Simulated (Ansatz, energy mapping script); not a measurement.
# NiO: energy mapping under LDA+U (1.98 eV), part 2 of 2

Wanted: the magnetic order of NiO, its couplings and an estimate of its ordering temperature, by LDA+U (1.98 eV).

LDA with U = 1.98 eV on Ni d, ortho-atomic projectors; plane waves, U on orthogonalised atomic orbitals unless named otherwise, collinear spin, no spin–orbit coupling.

So far. Step 8 (Run 5 (parallel; cell C, 6 atoms)): The run ends ferromagnetic. For each magnetic atom its energy differs from the parallel run of the first cell by 1.87 meV, an error that one common reference would have brought in. Step 9 (Order 6: uncompensated ++−, cell C of 6 atoms): The run ends ferrimagnetic, 186.47 meV a magnetic atom below the parallel order of its cell.

## 10. Order 7: parallel, cell D of 6 atoms

The parallel order again, as the reference for this cell.

This run holds the same structure in another cell (c 7.226 → 6.596 Å, α 90.0 → 102.9°, β 90.0 → 102.9°, γ 120.0 → 90.0°).

Input file input.yaml:

```yaml
crystal:
  lattice:
    - [0.0, 2.085901641, 2.085901641]
    - [0.0, 2.085901641, -2.085901641]
    - [-6.257704923, -2.085901641, 0.0]
  atoms:
    - { symbol: Ni, position: [0.0, 0.0, 0.0], spin: 2.0 }
    - { symbol: Ni, position: [0.333333333, 0.333333333, 0.666666667], spin: 2.0 }
    - { symbol: Ni, position: [0.666666667, 0.666666667, 0.333333333], spin: 2.0 }
    - { symbol: O, position: [0.833333333, 0.833333333, 0.666666667] }
    - { symbol: O, position: [0.166666667, 0.166666667, 0.333333333] }
    - { symbol: O, position: [0.5, 0.5, 0.0] }
magnetization:
  spin_polarized: true
kpoints:
  mp_grid: { grid: [8, 8, 8] }
hamiltonian:
  xc: lda
  hubbard:
    sites:
      - { species: Ni, l: d, u_eff: 1.98 }
      - { site: 0, l: d, u_eff: 1.98, starting_ns: [{ spin: up, occupation_matrix: ni1_major }, { spin: down, occupation_matrix: ni1_minor }] }
      - { site: 1, l: d, u_eff: 1.98, starting_ns: [{ spin: up, occupation_matrix: ni1_major }, { spin: down, occupation_matrix: ni1_minor }] }
      - { site: 2, l: d, u_eff: 1.98, starting_ns: [{ spin: up, occupation_matrix: ni1_major }, { spin: down, occupation_matrix: ni1_minor }] }
    projectors: ortho-atomic
    occupation_matrices:
      ni1_major:
        matrix:
          - [0.99, 0.0, 0.0, 0.0, 0.0]
          - [0.0, 0.997, 0.0, 0.0, 0.0]
          - [0.0, 0.0, 0.997, 0.0, 0.0]
          - [0.0, 0.0, 0.0, 0.99, 0.0]
          - [0.0, 0.0, 0.0, 0.0, 0.997]
      ni1_minor:
        matrix:
          - [0.246, 0.0, 0.0, 0.0, 0.0]
          - [0.0, 0.991, 0.0, 0.0, 0.0]
          - [0.0, 0.0, 0.991, 0.0, 0.0]
          - [0.0, 0.0, 0.0, 0.246, 0.0]
          - [0.0, 0.0, 0.0, 0.0, 0.991]
scf:
  occupations: { method: fermi_dirac, width: 0.05 }
output:
  eigenvalues: true
```

Command:

```
$ ansatz run input.yaml --threads 4 --pin off --max-ram 8192MiB --backend cpu --events-out ev --progress --plain --runs-dir out
```

Run time: 4.8 s. Hardware: 4 threads of Arm Neoverse V2, shared host; peak memory 0.53 GiB; 18 s of CPU time.

The run ends ferromagnetic. For each magnetic atom its energy differs from the parallel run of the first cell by 0.89 meV, an error that one common reference would have brought in.

## 11. Run 8 (uncompensated ++−; cell D, 6 atoms)

This order reverses 5.33 of the 12 neighbours at 2.95 Å, 1.33 of the 6 neighbours at 4.17 Å and 16 of the 24 neighbours at 5.11 Å, counted for an average magnetic atom.

input.yaml, as its differences from that of step 10:

```diff
@@ -8,3 +8,3 @@
     - { symbol: Ni, position: [0.333333333, 0.333333333, 0.666666667], spin: 2.0 }
-    - { symbol: Ni, position: [0.666666667, 0.666666667, 0.333333333], spin: 2.0 }
+    - { symbol: Ni, position: [0.666666667, 0.666666667, 0.333333333], spin: -2.0 }
     - { symbol: O, position: [0.833333333, 0.833333333, 0.666666667] }
@@ -23,3 +23,3 @@
       - { site: 1, l: d, u_eff: 1.98, starting_ns: [{ spin: up, occupation_matrix: ni1_major }, { spin: down, occupation_matrix: ni1_minor }] }
-      - { site: 2, l: d, u_eff: 1.98, starting_ns: [{ spin: up, occupation_matrix: ni1_major }, { spin: down, occupation_matrix: ni1_minor }] }
+      - { site: 2, l: d, u_eff: 1.98, starting_ns: [{ spin: up, occupation_matrix: ni1_minor }, { spin: down, occupation_matrix: ni1_major }] }
     projectors: ortho-atomic
```

Elapsed: 7.2 s, on 4 threads; peak memory 0.55 GiB.

The run ends ferrimagnetic, 51.50 meV a magnetic atom below the parallel order of its cell (energies taken at zero occupation width, not the printed F).

## 12. Mapping onto a Heisenberg model

Each energy difference is a sum of couplings weighted by the pairs that the order reverses. A few near shells are fitted to the differences by least squares. Energies are those extrapolated to zero occupation width, not the free energies F.

The orders side by side; each is measured from the parallel order in the same cell and on the same mesh:

```
                      order  atoms  energy (meV a magnetic atom)  moments (μB)  moments kept as typed  opposed neighbours at 2.95, 4.17, 5.11 Å
         parallel in cell A      4                          0.00          1.53                    yes                                   0, 0, 0
   compensated +− in cell A      4                         40.20          1.55                    yes                                  8, 0, 16
         parallel in cell B      4                          0.00          1.54                    yes                                   0, 0, 0
   compensated +− in cell B      4                       -259.01          1.42                    yes                                  6, 6, 12
         parallel in cell C      6                          0.00          1.54                    yes                                   0, 0, 0
uncompensated ++− in cell C      6                       -186.47  1.39 to 1.49                    yes                                  4, 4, 12
         parallel in cell D      6                          0.00          1.54                    yes                                   0, 0, 0
uncompensated ++− in cell D      6                        -51.50  1.49 to 1.53                    yes                            5.33, 1.33, 16
```

The Heisenberg fit (each pair counts twice, positive J is ferromagnetic):

```
 pair  distance (Å)  neighbours  J (meV)
Ni–Ni          2.95          12     5.44
Ni–Ni          4.17           6    -24.2
Ni–Ni          5.11          24    -1.45
```

These orders cannot tell some unfitted shells from fitted ones: the value at 2.95 Å holds J(2.95) − 2 J(5.90) + 4 J(7.80) and the value at 5.11 Å holds J(5.11) + J(5.90); other unfitted shells add to the values wholly or in part. No temperature is drawn.

Adding the shell at 6.60 Å gives 5.7, -24, -1.5 and -0.14 meV, an exact solve that tests nothing.

Limits of this fit: some orders are gapless and others have a gap.

## 13. Outcome

```
lowest order tried                                              : compensated +− in cell B
largest fitted value (a combination of shells), Ni–Ni at 4.17 Å : -24.2 meV
```

Of the orders tried, NiO prefers the order “compensated +− in cell B” under LDA+U (1.98 eV), with 6 of 12 neighbours at 2.95 Å, 6 of 6 neighbours at 4.17 Å and 12 of 24 neighbours at 5.11 Å opposed. The largest fitted coupling is the Ni–Ni pair at 4.17 Å, antiferromagnetic at -24 meV, across a ligand at about 180°. The orders also reverse pairs at 5.90 Å, which are not fitted, so the fitted values hold their part too. With 4 differences for 3 couplings the fit misses by 1.7 meV at most, a small part of the spread. In the fitted orders moments change by up to 10.0 % against the parallel run of the same cell, so the mapping is rough. With a near shell that the orders cannot separate, no temperature is given. The fit is in doubt: some orders are gapless and others have a gap. The couplings are then rough, the small ones most of all.

[Logs and program files are shortened in this print: banners, set-up blocks, solver, clock and traceback lines can be left out without a mark of their own.]

[Logs are printed without paths, hosts, clocks, repeated set-up lines and the standing remarks that a program may print on its own settings, such as how far it seeks lower states.]

[Hosts, paths, dates, database ids (printed as entryN), source tags and the programs' standing remarks are cut or masked in the printed files.]

[Where a cell is said to come from a database of computed structures, the database is the Materials Project.]
